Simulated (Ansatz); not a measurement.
# From PBE to G0W0: SrTiO3 (I4/mcm), part 2 of 2

Aim: the quasiparticle gap of SrTiO3 (I4/mcm), starting from PBE.

Ansatz 0.2.0; PBE, then G0W0 on it, plane waves, PAW. Known limits of the many-body steps: finite bands, screening cutoff and k mesh; no spin-orbit coupling in G0W0.

So far. Step 2 (Bands along the symmetry lines): Over mesh and path the gap is 1.903 eV, direct, at k = Γ. The pressure in this cell is 5 GPa; the cell is kept.

In doubt: masses and optical values from hybrid runs of this build are listed as unsure (in some of the runs), which bears on the screening that GW takes from such a start.

**3. The quasiparticle correction**

G0W0 replaces the xc potential by a self-energy built once from the orbitals of the start. Levels are corrected in the window of bands that the input names, at points of the mesh.

This step: G0W0 on PBE, plane waves, PAW.

input.yaml

```yaml
crystal:
  lattice:
    - [-2.7555, 2.7555, 3.898]
    - [2.7555, -2.7555, 3.898]
    - [2.7555, 2.7555, -3.898]
  atoms:
    - { symbol: Sr, position: [0.75, 0.25, 0.5] }
    - { symbol: Sr, position: [0.25, 0.75, 0.5] }
    - { symbol: Ti, position: [0.0, 0.0, 0.0] }
    - { symbol: Ti, position: [0.5, 0.5, 0.0] }
    - { symbol: O, position: [0.25, 0.25, 0.0] }
    - { symbol: O, position: [0.75, 0.75, 0.0] }
    - { symbol: O, position: [0.7451, 0.2451, 0.9902] }
    - { symbol: O, position: [0.2451, 0.2549, 0.5] }
    - { symbol: O, position: [0.2549, 0.7549, 0.0098] }
    - { symbol: O, position: [0.7549, 0.7451, 0.5] }
kpoints:
  mp_grid: { grid: [4, 4, 4] }
hamiltonian:
  xc: pbe
scf:
  occupations: { method: fixed }
gw:
  n_empty_bands: 544
  ecut_chi: 160.0
  qp_bands: [v3, c3]
  qp_kpoints: band_edges
  screening: { model: contour_deformation }
```

Launch:

```bash
$ ansatz run input.yaml --threads 3 --pin off --max-ram 92160MiB --backend cuda --events-out ev --progress --plain --runs-dir out --devices 1 --max-vram 13GiB  # rebuilt from the run's record
```

Numbers of over 12 decimals in the logs are rounded to 6 here.

The log of the run:

```text
GPUs: using 1 of 1 available (devices: 1).
[...]
GPU FFT provider: cuFFT
GPU libraries: cuBLAS 13.8.2, cuFFT 12.4.0, cuSOLVER 12.3.4
Crystal: 10 atoms, lattice volume = 118.387 Å³
Basis set: ecut = 420 eV, 2277 PW (Γ)
Bands: 50, of which v1, the nominal top of the filled ones, is band 40 counted from 1 (39 counted from 0)
Symmetry: 16 space group operations
[...]
k-points: 13 of 64
[...]
GPU buffer pool allocated for 64000 grid points (all kernels)
[...]
SCF iter   1: F=—  HF=-15508.912014 eV  |F-HF|=—  |Δ(HF+E_count)|=         —  Δρ=1.97e-3  dr2=2.34e-3  ethr=1.77e-3  ⟨swp⟩=4.8  Hψ=2568  notcnv=0  defer=76
[...]
SCF iter   6: F=-15508.913692 eV  HF=-15508.913692 eV  |F-HF|=5.10e-9  |Δ(HF+E_count)|=   5.23e-7  Δρ=7.84e-6  dr2=7.86e-8  ethr=1.25e-10  ⟨swp⟩=11.5  Hψ=3348  notcnv=0
SCF 1 converged in 6 iterations: F = -15508.913692 eV  dr2 = 7.86e-8
[...]
NSCF: frozen V_eff on 13 k-points
the band table was solved once the SCF had ended and its energy, with any forces and stress, was formed, with the checks that follow a solve (2541 applications of the Hamiltonian). They found nothing against the state; the energy, forces and stress were not computed again (output.eigenvalues in the input reference)
[...]
G₀W₀ screening: q 1/13
[... further progress lines ...]
[...]
SCF converged after 6 iterations
Free energy (F): -15508.913692 eV
[...]
Internal energy: -15508.913692 eV  (E = F + TS)
E sigma→0 (E₀):  -15508.913692 eV
Fermi energy:    10.073781 eV
[...]
--- Band table (eV; the first three rows and the last of 13) ---
  k-point 0: bands = [... 36 lower, 9.7353, 10.0677, 10.0738, 10.0738, 11.9745, 11.9745, 11.9752, 14.4374, ... 6 higher]
  k-point 1: bands = [... 36 lower, 9.4058, 9.4918, 9.4919, 10.0307, 12.0556, 13.0387, 13.0399, 14.1987, ... 6 higher]
  k-point 2: bands = [... 36 lower, 8.5181, 9.3564, 9.3568, 9.9880, 12.1411, 13.9094, 13.9100, 13.9171, ... 6 higher]
  k-point 12: bands = [... 36 lower, 8.5138, 9.3588, 9.3588, 9.9871, 12.1427, 13.8930, 13.8930, 13.9385, ... 6 higher]
--- G₀W₀: contour deformation, 7 samples at zero and on the imaginary axis and 2 off it, 64 q-points, 544 empty bands' worth ---
  eigenvalues of the whole cell's RPA ε∞ on this k-mesh (on a slab, of 1 + 4πα/V) = 6.1363, 6.1363, 6.1368; static W/v taken at q = 0 is 0.162961
  gw.qp_kpoints: band_edges: 11 of 13 stored k-points solved, in 1 pass; an edge of the gap read off the rows below is read off those points alone
    valence top: of the k-points left out ik 10 came nearest to being solved in a further pass, in band 40 (counted from 1, as in the quasiparticle table): it holds the edge there only if its correction is more favourable than any solved in that band by at least 0.524 eV; those differ by 0.051 eV
    conduction bottom: of the k-points left out ik 10 came nearest to being solved in a further pass, in band 41 (counted from 1, as in the quasiparticle table): it holds the edge there only if its correction is more favourable than any solved in that band by at least 1.022 eV; those differ by 0.055 eV
    ik  band        ε_KS         Σx   Σc(E_QP)       V_xc       Z   E_QP_lin       E_QP  E_QP is
     0    38     10.0677   -26.0682     4.6136   -21.0074  0.7186     9.6164     9.6205  root
     0    39     10.0738   -26.0792     4.6116   -21.0213  0.7186     9.6235     9.6275  root
     0    40     10.0738   -26.0792     4.6116   -21.0213  0.7186     9.6235     9.6275  root
     0    41     11.9745   -12.6542    -6.5145   -20.2870  0.7402    13.1174    13.0928  root
     0    42     11.9745   -12.6542    -6.5145   -20.2870  0.7402    13.1174    13.0928  root
     0    43     11.9752   -12.6496    -6.5195   -20.2883  0.7402    13.1191    13.0944  root
     1    38      9.4918   -26.1139     4.3738   -21.2811  0.7259     9.0285     9.0327  root
     1    39      9.4919   -26.1151     4.3738   -21.2823  0.7259     9.0286     9.0328  root
     1    40     10.0307   -25.9912     4.6120   -20.9291  0.7183     9.5764     9.5806  root
     1    41     12.0556   -12.7995    -6.6318   -20.5704  0.7370    13.2210    13.1946  root
     1    42     13.0387   -14.2130    -6.5309   -21.8723  0.7165    14.1981    14.1670  root
     1    43     13.0399   -14.2158    -6.5313   -21.8757  0.7165    14.1996    14.1685  root
     2    38      9.3564   -26.1044     4.4711   -21.1530  0.7248     8.8714     8.8761  root
     2    39      9.3568   -26.1045     4.4713   -21.1529  0.7248     8.8717     8.8765  root
     2    40      9.9880   -25.9012     4.6105   -20.8363  0.7180     9.5293     9.5337  root
     2    41     12.1411   -12.9694    -6.7584   -20.8890  0.7335    13.3305    13.3022  root
     2    42     13.9094   -14.8697    -7.1708   -23.2149  0.6912    15.1292    15.0838  root
     2    43     13.9100   -14.8642    -7.1719   -23.2101  0.6911    15.1294    15.0840  root
     3    38      9.6695   -25.4892     4.6136   -20.3941  0.7159     9.1828     9.1880  root
     3    39      9.6711   -25.4959     4.6127   -20.4019  0.7160     9.1845     9.1897  root
     3    40      9.8818   -25.8811     4.6368   -20.7805  0.7168     9.4134     9.4180  root
     3    41     12.5122   -13.2990    -6.5781   -21.0040  0.7293    13.6668    13.6391  root
     3    42     12.5988   -13.5042    -6.4774   -21.0978  0.7276    13.7422    13.7150  root
     3    43     12.5997   -13.5072    -6.4778   -21.1015  0.7276    13.7435    13.7162  root
     4    38      8.8995   -24.5503     4.5978   -19.4267  0.7076     8.3662     8.3737  root
     4    39      9.1014   -25.5472     4.4143   -20.6781  0.7170     8.6419     8.6467  root
     4    40      9.7708   -25.6854     4.6297   -20.5815  0.7162     9.2917     9.2966  root
     4    41     12.6676   -13.6649    -6.6658   -21.4764  0.7236    13.8433    13.8134  root
     4    42     13.6967   -14.3347    -7.1415   -22.6455  0.6994    14.9072    14.8660  root
     4    43     13.7029   -14.3266    -7.0760   -22.5651  0.7002    14.9059    14.8655  root
     5    38      9.1695   -25.1947     4.5935   -20.1076  0.7116     8.6699     8.6759  root
     5    39      9.4505   -25.4597     4.6841   -20.2781  0.7125     8.9474     8.9532  root
     5    40      9.4505   -25.4597     4.6841   -20.2781  0.7125     8.9474     8.9532  root
     5    41     13.4747   -13.8374    -7.2237   -22.2348  0.7059    14.6876    14.6484  root
     5    42     13.4747   -13.8374    -7.2237   -22.2348  0.7059    14.6876    14.6484  root
     5    43     13.5259   -13.7872    -7.0901   -22.0341  0.7069    14.7205    14.6827  root
     7    38      8.7671   -25.7500     4.3419   -20.9085  0.7238     8.2619     8.2675  root
     7    39      9.4337   -25.1946     4.5847   -20.1150  0.7135     8.9331     8.9389  root
     7    40      9.4337   -25.1946     4.5847   -20.1150  0.7135     8.9331     8.9389  root
     7    41     13.1036   -14.1975    -6.7802   -22.1360  0.7130    14.2960    14.2619  root
[...]
11    38      8.7683   -25.7504     4.3423   -20.9085  0.7238     8.2632     8.2688  root
    11    39      9.4349   -25.1958     4.5848   -20.1161  0.7135     8.9343     8.9401  root
    11    40      9.4355   -25.1995     4.5849   -20.1198  0.7135     8.9350     8.9408  root
    11    41     13.1034   -14.1981    -6.7795   -22.1359  0.7130    14.2958    14.2617  root
    11    42     13.1052   -14.2013    -6.7793   -22.1390  0.7129    14.2977    14.2636  root
    11    43     13.9108   -14.7798    -7.2396   -23.1992  0.6911    15.1364    15.0905  root
    12    38      9.3588   -26.1042     4.4711   -21.1529  0.7248     8.8739     8.8787  root
    12    39      9.3588   -26.1042     4.4711   -21.1529  0.7248     8.8739     8.8787  root
    12    40      9.9871   -25.9020     4.6106   -20.8370  0.7180     9.5283     9.5327  root
    12    41     12.1427   -12.9723    -6.7588   -20.8926  0.7334    13.3324    13.3042  root
    12    42     13.8930   -14.8422    -7.1891   -23.2092  0.6915    15.1157    15.0710  root
    12    43     13.8930   -14.8422    -7.1891   -23.2092  0.6915    15.1157    15.0710  root
```

Wall time 36 s (1 × NVIDIA H100 80GB HBM3 (shared by 6 runs) with 3 threads of AMD EPYC 7R13 (Zen 3), shared host); peak memory 2.2 GiB; 57 s of CPU time.

Numbers from this step:

```yaml
bands_summed: 584
rpa_eps_infinity_on_this_mesh_eigenvalues: 6.136, 6.136, 6.137
plane_waves_in_the_screening_matrix: 537
q_points_in_the_mesh: 64
g0w0_gap_over_the_corrected_points: 3.465 eV
k_of_the_valence_top: 0, 0, 0
k_of_the_conduction_bottom: 0, 0, 0
starting_gap_on_the_mesh: 1.901 eV
z_at_the_valence_top: 0.7186
z_at_the_conduction_bottom: 0.7402
least_direct_g0w0_gap_over_the_corrected_points: 3.465 eV
```

Over 11 of 13 irreducible mesh points the G0W0 gap is 3.465 eV, direct, at k = Γ. The PBE gap of this run on the mesh is 1.901 eV. The two states that bound the G0W0 gap lie that far apart at the start, so the correction of the gap is 3.465 − 1.901 = +1.564 eV. The start of this run differs from the step before in mesh (6×6×6 and 4×4×4).

Labels follow the order of the start: v1 is the top filled band, c1 the lowest empty one; levels that stay degenerate share a row, the window can cut a multiplet, doubted levels are not marked in this list, bands outside the window were not corrected, and the list may be a part of the corrected levels. The levels before and after the correction (eV, zero at the valence-band top of each column):

```csv
,conduction bottom,valence top
Kohn-Sham,1.90,0.00
G0W0,3.47,0.00
```

```csv
,level,occupation,energy (eV)
Kohn-Sham,Γ v3,2,-0.006
Kohn-Sham,Γ v2-v1,2,0.000
Kohn-Sham,Γ c1-c3,0,1.901
G0W0,Γ v3,2,-0.007
G0W0,Γ v2-v1,2,0.000
G0W0,Γ c1-c3,0,3.465
```

The parts of the quasiparticle energy for the two states that bound the G0W0 gap, in eV on the run's own scale (QP = start + Σx + Σc − Vxc, with Σc at the quasiparticle energy):

```csv
edge,k,band,start,Σx,Σc,Vxc,Z,QP
valence top,Γ,39,10.074,−26.079,4.612,−21.021,0.719,9.627
conduction bottom,Γ,41,11.975,−12.654,−6.514,−20.287,0.740,13.093
```

**4. Spin-orbit coupling**

This run has two-component orbitals with spin-orbit coupling.

This step: DFT, PBE with spin-orbit coupling, plane waves, PAW.

input.yaml, the sections that differ from step 3:

```yaml
kpoints:
  mp_grid: { grid: [6, 6, 6] }
  band_path:
    path:
      - [0.0, 0.0, 0.0]
      - [0.0, 0.0, 0.5]
      - [0.25, 0.25, 0.25]
      - [0.0, 0.5, 0.0]
      - [0.5, 0.5, -0.5]
      - [0.37492725, 0.62507275, -0.37492725]
      - [-0.37492725, 0.37492725, 0.37492725]
      - [-0.24985449, 0.24985449, 0.5]
    npoints: 1
scf:
  occupations: { method: fixed }
  n_extra_bands: 14
magnetization:
  noncollinear: true
  spin_orbit: true
output:
  eigenvalues: true
  forces: true
  stress: true
# crystal, hamiltonian: as in step 3
# gw: removed
```

The log of the run:

```text
[...]
GPUs: using 1 of 1 available (devices: 1).
[...]
non-collinear run that drives no moment, with spin-orbit: no starting moment large enough to seed its density (crystal.atoms[].spin), no starting occupations that ask for one, no magnetisation constraint and no magnetic field, so the semilocal B_xc is pinned to zero
[...]
GPU FFT provider: cuFFT
GPU libraries: cuBLAS 13.8.2, cuFFT 12.4.0, cuSOLVER 12.3.4
Crystal: 10 atoms, lattice volume = 118.387 Å³
Basis set: ecut = 420 eV, 2277 PW (Γ), exchange–correlation on 80×80×80 points (8 copies of the dense FFT grid, shifted against one another)
Bands: 94, of which v1, the nominal top of the filled ones, is band 80 counted from 1 (79 counted from 0)
Symmetry: 16 space group operations + 16 with time reversal
[...]
k-points: 30 of 216
Projection manifold: j_resolved (fully-relativistic pseudo-atomic orbitals)
[...]
GPU buffer pool allocated for 64000 grid points (all kernels)
[...]
SCF iter   1: F=—  HF=-15510.679706 eV  |F-HF|=—  |Δ(HF+E_count)|=         —  Δρ=5.05e-2  dr2=2.86e0  dr2_m=0.00e0 (ungated)  ethr=3.10e-3  |M|=0.00e0 ∫|m|=0.00e0 μB  |m|>n=0.0e0 m-floor=0.0e0 τ_xc=0.0e0  β_m=0.30  ⟨swp⟩=4.8  Hψ=6227  notcnv=0  defer=216
[...]
spin=Noncollinear: Resta preconditioning applied to the charge; magnetization (m_x, m_y, m_z) channels mix plain (no charge-response kernel on spin).
[...]
site 7: m = (+0.0000, +0.0000, +0.0000) μB, |m| = 0.0000 μB  (R = 0.80 Å)
  site 8: m = (+0.0000, +0.0000, +0.0000) μB, |m| = 0.0000 μB  (R = 0.80 Å)
  site 9: m = (+0.0000, +0.0000, +0.0000) μB, |m| = 0.0000 μB  (R = 0.80 Å)
Free energy (F): -15510.288193 eV
[...]
Internal energy: -15510.288193 eV  (E = F + TS)
E sigma→0 (E₀):  -15510.288193 eV
Fermi energy:    10.078950 eV
[...]
--- Forces (eV/Å), atoms counted from 1 ---
  atom   1  Sr    -0.00000000    -0.00000000     0.00000000
  atom   2  Sr    -0.00000000    -0.00000000     0.00000000
  atom   3  Ti    -0.00000000     0.00000000    -0.00000000
  atom   4  Ti    -0.00000000     0.00000000     0.00000000
  atom   5  O      0.00000000     0.00000000     0.00000000
  atom   6  O     -0.00000000     0.00000000     0.00000000
  atom   7  O     -0.01132480    -0.01132480    -0.00000000
  atom   8  O      0.01132480    -0.01132480     0.00000000
  atom   9  O      0.01132480     0.01132480    -0.00000000
  atom  10  O     -0.01132480     0.01132480    -0.00000000
  max |Σ_I F_I| component: 3.47e-18 eV/Å
--- Stress (GPa, compression-positive) ---
        5.454821      -0.000000       0.000000
       -0.000000       5.454821       0.000000
       -0.000000       0.000000       5.443542
  P = ⅓ Tr σ = 5.4511 GPa (54.511 kbar)
--- Band table (eV; the first three rows and the last of 30) ---
  k-point 0: bands = [... 76 lower, 10.0754, 10.0754, 10.0790, 10.0790, 11.9668, 11.9668, 11.9673, 11.9673, ... 10 higher]
  k-point 1: bands = [... 76 lower, 9.7549, 9.7549, 10.0513, 10.0513, 12.0161, 12.0161, 12.5415, 12.5415, ... 10 higher]
  k-point 2: bands = [... 76 lower, 9.4371, 9.4371, 10.0084, 10.0084, 12.0995, 12.0995, 13.4759, 13.4759, ... 10 higher]
  k-point 29: bands = [... 76 lower, 9.3763, 9.3763, 9.9861, 9.9861, 12.1445, 12.1445, 13.8829, 13.8829, ... 10 higher]
[key lines of the parts left out:]
SCF converged after 10 iterations
Magnetization: |M| = 0.0000 μB,  M = (+0.0000, +0.0000, +0.0000) μB
```

It took 7.6 s on 1 × NVIDIA H100 80GB HBM3 (shared by 6 runs) with 3 threads; peak memory 1.1 GiB.

Numbers from this step:

```
pressure             : 5.451 GPa
gap                  : 1.888 eV
valence top at       : Γ
conduction bottom at : Γ
least direct gap     : 1.888 eV
```

Over mesh and listed points the gap is 1.888 eV, direct, at k = Γ. The pressure in this cell is 5 GPa; the cell is kept. PBE+SOC against PBE: 1.888 − 1.903 = −0.015 eV, with the same mesh, set of files (read in its fully relativistic form for the spin-orbit run) and cutoff, and both edges at the same k points. The spin-orbit run sees mesh and listed points alone, so its gap is an upper bound: the coupling can move an edge off these points, and the change over the zone, its sign included where it is small, is not known.

**5. The runs together**

Each gap is the least one over the points named; times are wall times on shared hosts, not benchmarks. A G0W0 time includes the run's own self-consistent start. Runs with listed points see these and the mesh alone, so an edge that moves elsewhere is missed. Rows marked * are further runs, not shown as steps, whose inputs differ from the G0W0 step on the same start in the columns given; solver thresholds can differ too.

```csv
level,mesh,"files, cutoff","bands summed, screening",points,gap (eV),valence top,conduction bottom,least direct gap (eV),time
PBE,6×6×6,"soft_2 PAW, 420 eV",-,mesh and path,1.903,Γ,Γ,1.903,11 s
PBE+SOC,6×6×6,"soft_2 PAW, 420 eV",-,mesh and listed points,1.888,Γ,Γ,1.888,7.6 s
G0W0@PBE*,4×4×4,"soft_2 PAW, 420 eV","129, 48 eV",11 of 13 irreducible mesh points,3.682,Γ,Γ,3.682,6.7 s
G0W0@PBE*,4×4×4,"soft_2 PAW, 420 eV","292, 96 eV",11 of 13 irreducible mesh points,3.449,Γ,Γ,3.449,9.7 s
G0W0@PBE,4×4×4,"soft_2 PAW, 420 eV","584, 160 eV",11 of 13 irreducible mesh points,3.465,Γ,Γ,3.465,36 s
G0W0@PBE*,2×2×2,"soft_2 PAW, 420 eV","292, 96 eV",all 4 irreducible mesh points,3.244,Γ,Γ,3.244,4.4 s
G0W0@PBE*,4×4×4,"soft_2 PAW, 420 eV","292, 96 eV, plasmon pole",11 of 13 irreducible mesh points,3.461,Γ,Γ,3.461,22 s
```

**6. Summary of results**

| Item | Value |
| --- | --- |
| PBE gap over mesh and path | 1.903 eV, direct, at k = Γ |
| G0W0@PBE gap over 11 of 13 irreducible mesh points | 3.465 eV, direct, at k = Γ |
| PBE+SOC gap over mesh and listed points | 1.888 eV |
| GW settings | 4×4×4 mesh, 544 empty bands, screening to 160 eV |
| known limits | finite bands, screening cutoff and k mesh; no spin-orbit coupling in G0W0 |

**Reading.** Over 11 of 13 irreducible mesh points the G0W0 gap is 3.465 eV, direct, at k = Γ. The PBE gap of this run on the mesh is 1.901 eV. The two states that bound the G0W0 gap lie that far apart at the start, so the correction of the gap is 3.465 − 1.901 = +1.564 eV. The valence state moves by 9.627 − 10.074 = −0.447 eV and the conduction state by 13.093 − 11.975 = +1.118 eV, on the run's own scale; with 129 bands the edge states move by +0.024 and +1.806 eV, so the split between the edges depends on the bands and cutoff. Both edges that PBE shows over mesh and path lie at k points where levels were corrected. Levels at other points were not corrected, so a lower G0W0 gap elsewhere in the zone is not ruled out. From 129 bands and 48 eV to 584 bands and 160 eV the gap moves by 3.465 − 3.682 = −0.217 eV (rung by rung 3.682, 3.449, 3.465 eV); bands and screening cutoff rise together, so their parts are not told apart. The gap turns back along the series (3.682, 3.449, 3.465 eV), so no line is drawn and the limit is not known. With the 2×2×2 mesh in place of the 4×4×4 mesh and all else as in the G0W0@PBE row with 292 bands, the gap differs by 3.244 − 3.449 = −0.205 eV, and that of the start by 1.789 − 1.901 = −0.112 eV. With the plasmon pole model in place of the contour deformation model and all else as in the G0W0@PBE row with 292 bands, the gap differs by 3.461 − 3.449 = +0.012 eV. G0W0 on other starts in this series, not shown as steps and not all at these settings: 3.443 eV on r2SCAN (4×4×4, soft_2 PAW, 292 bands, 96 eV) and 3.760 eV on HSE06 (4×4×4, soft_2 PAW, 292 bands, 96 eV). PBE+SOC against PBE: 1.888 − 1.903 = −0.015 eV, with the same mesh, set of files (read in its fully relativistic form for the spin-orbit run) and cutoff, and both edges at the same k points. The spin-orbit run sees mesh and listed points alone, so its gap is an upper bound: the coupling can move an edge off these points, and the change over the zone, its sign included where it is small, is not known. What spin-orbit coupling does to the G0W0 levels was not computed, so no sum with the G0W0 gap is formed. The G0W0 runs are scalar-relativistic. G0W0@PBE runs of this series with other atomic data on the same mesh, not shown as steps, give 3.446 eV (hard PAW, 930 eV, 292 bands, screening to 96 eV; the table's row with the same empty bands and screening cutoff has 3.449 eV); where bands and cutoffs differ too, the part of the files is not isolated.

[Paths, hosts, dates, memory and timing lines, banners, echoed tables and standing remarks are left out of the program output.]

[Logs are printed without paths, hosts, clocks, repeated set-up lines and the standing remarks that a program may print on its own settings, such as how far it seeks lower states.]

[Runs of the session that timed out or met a known fault of the program may be left out.]

[Cells called generated may have been cut or substituted from an entry of the Crystallography Open Database or the Materials Project.]

[Hosts, paths, dates, database ids (printed as entryN), source tags and the programs' standing remarks are cut or masked in the printed files.]

[Where an RPA ε∞ is given, it is that of the G0W0 mesh and is not shown converged in it. Names of k-points follow the symmetry that the program found, which can be lower than the space group named. Band edges on a path are those of the sampled points; other points can move an edge, and change direct to indirect where valleys lie close.]

[Hybrid gaps are those of their k-mesh and are not shown converged in it.]
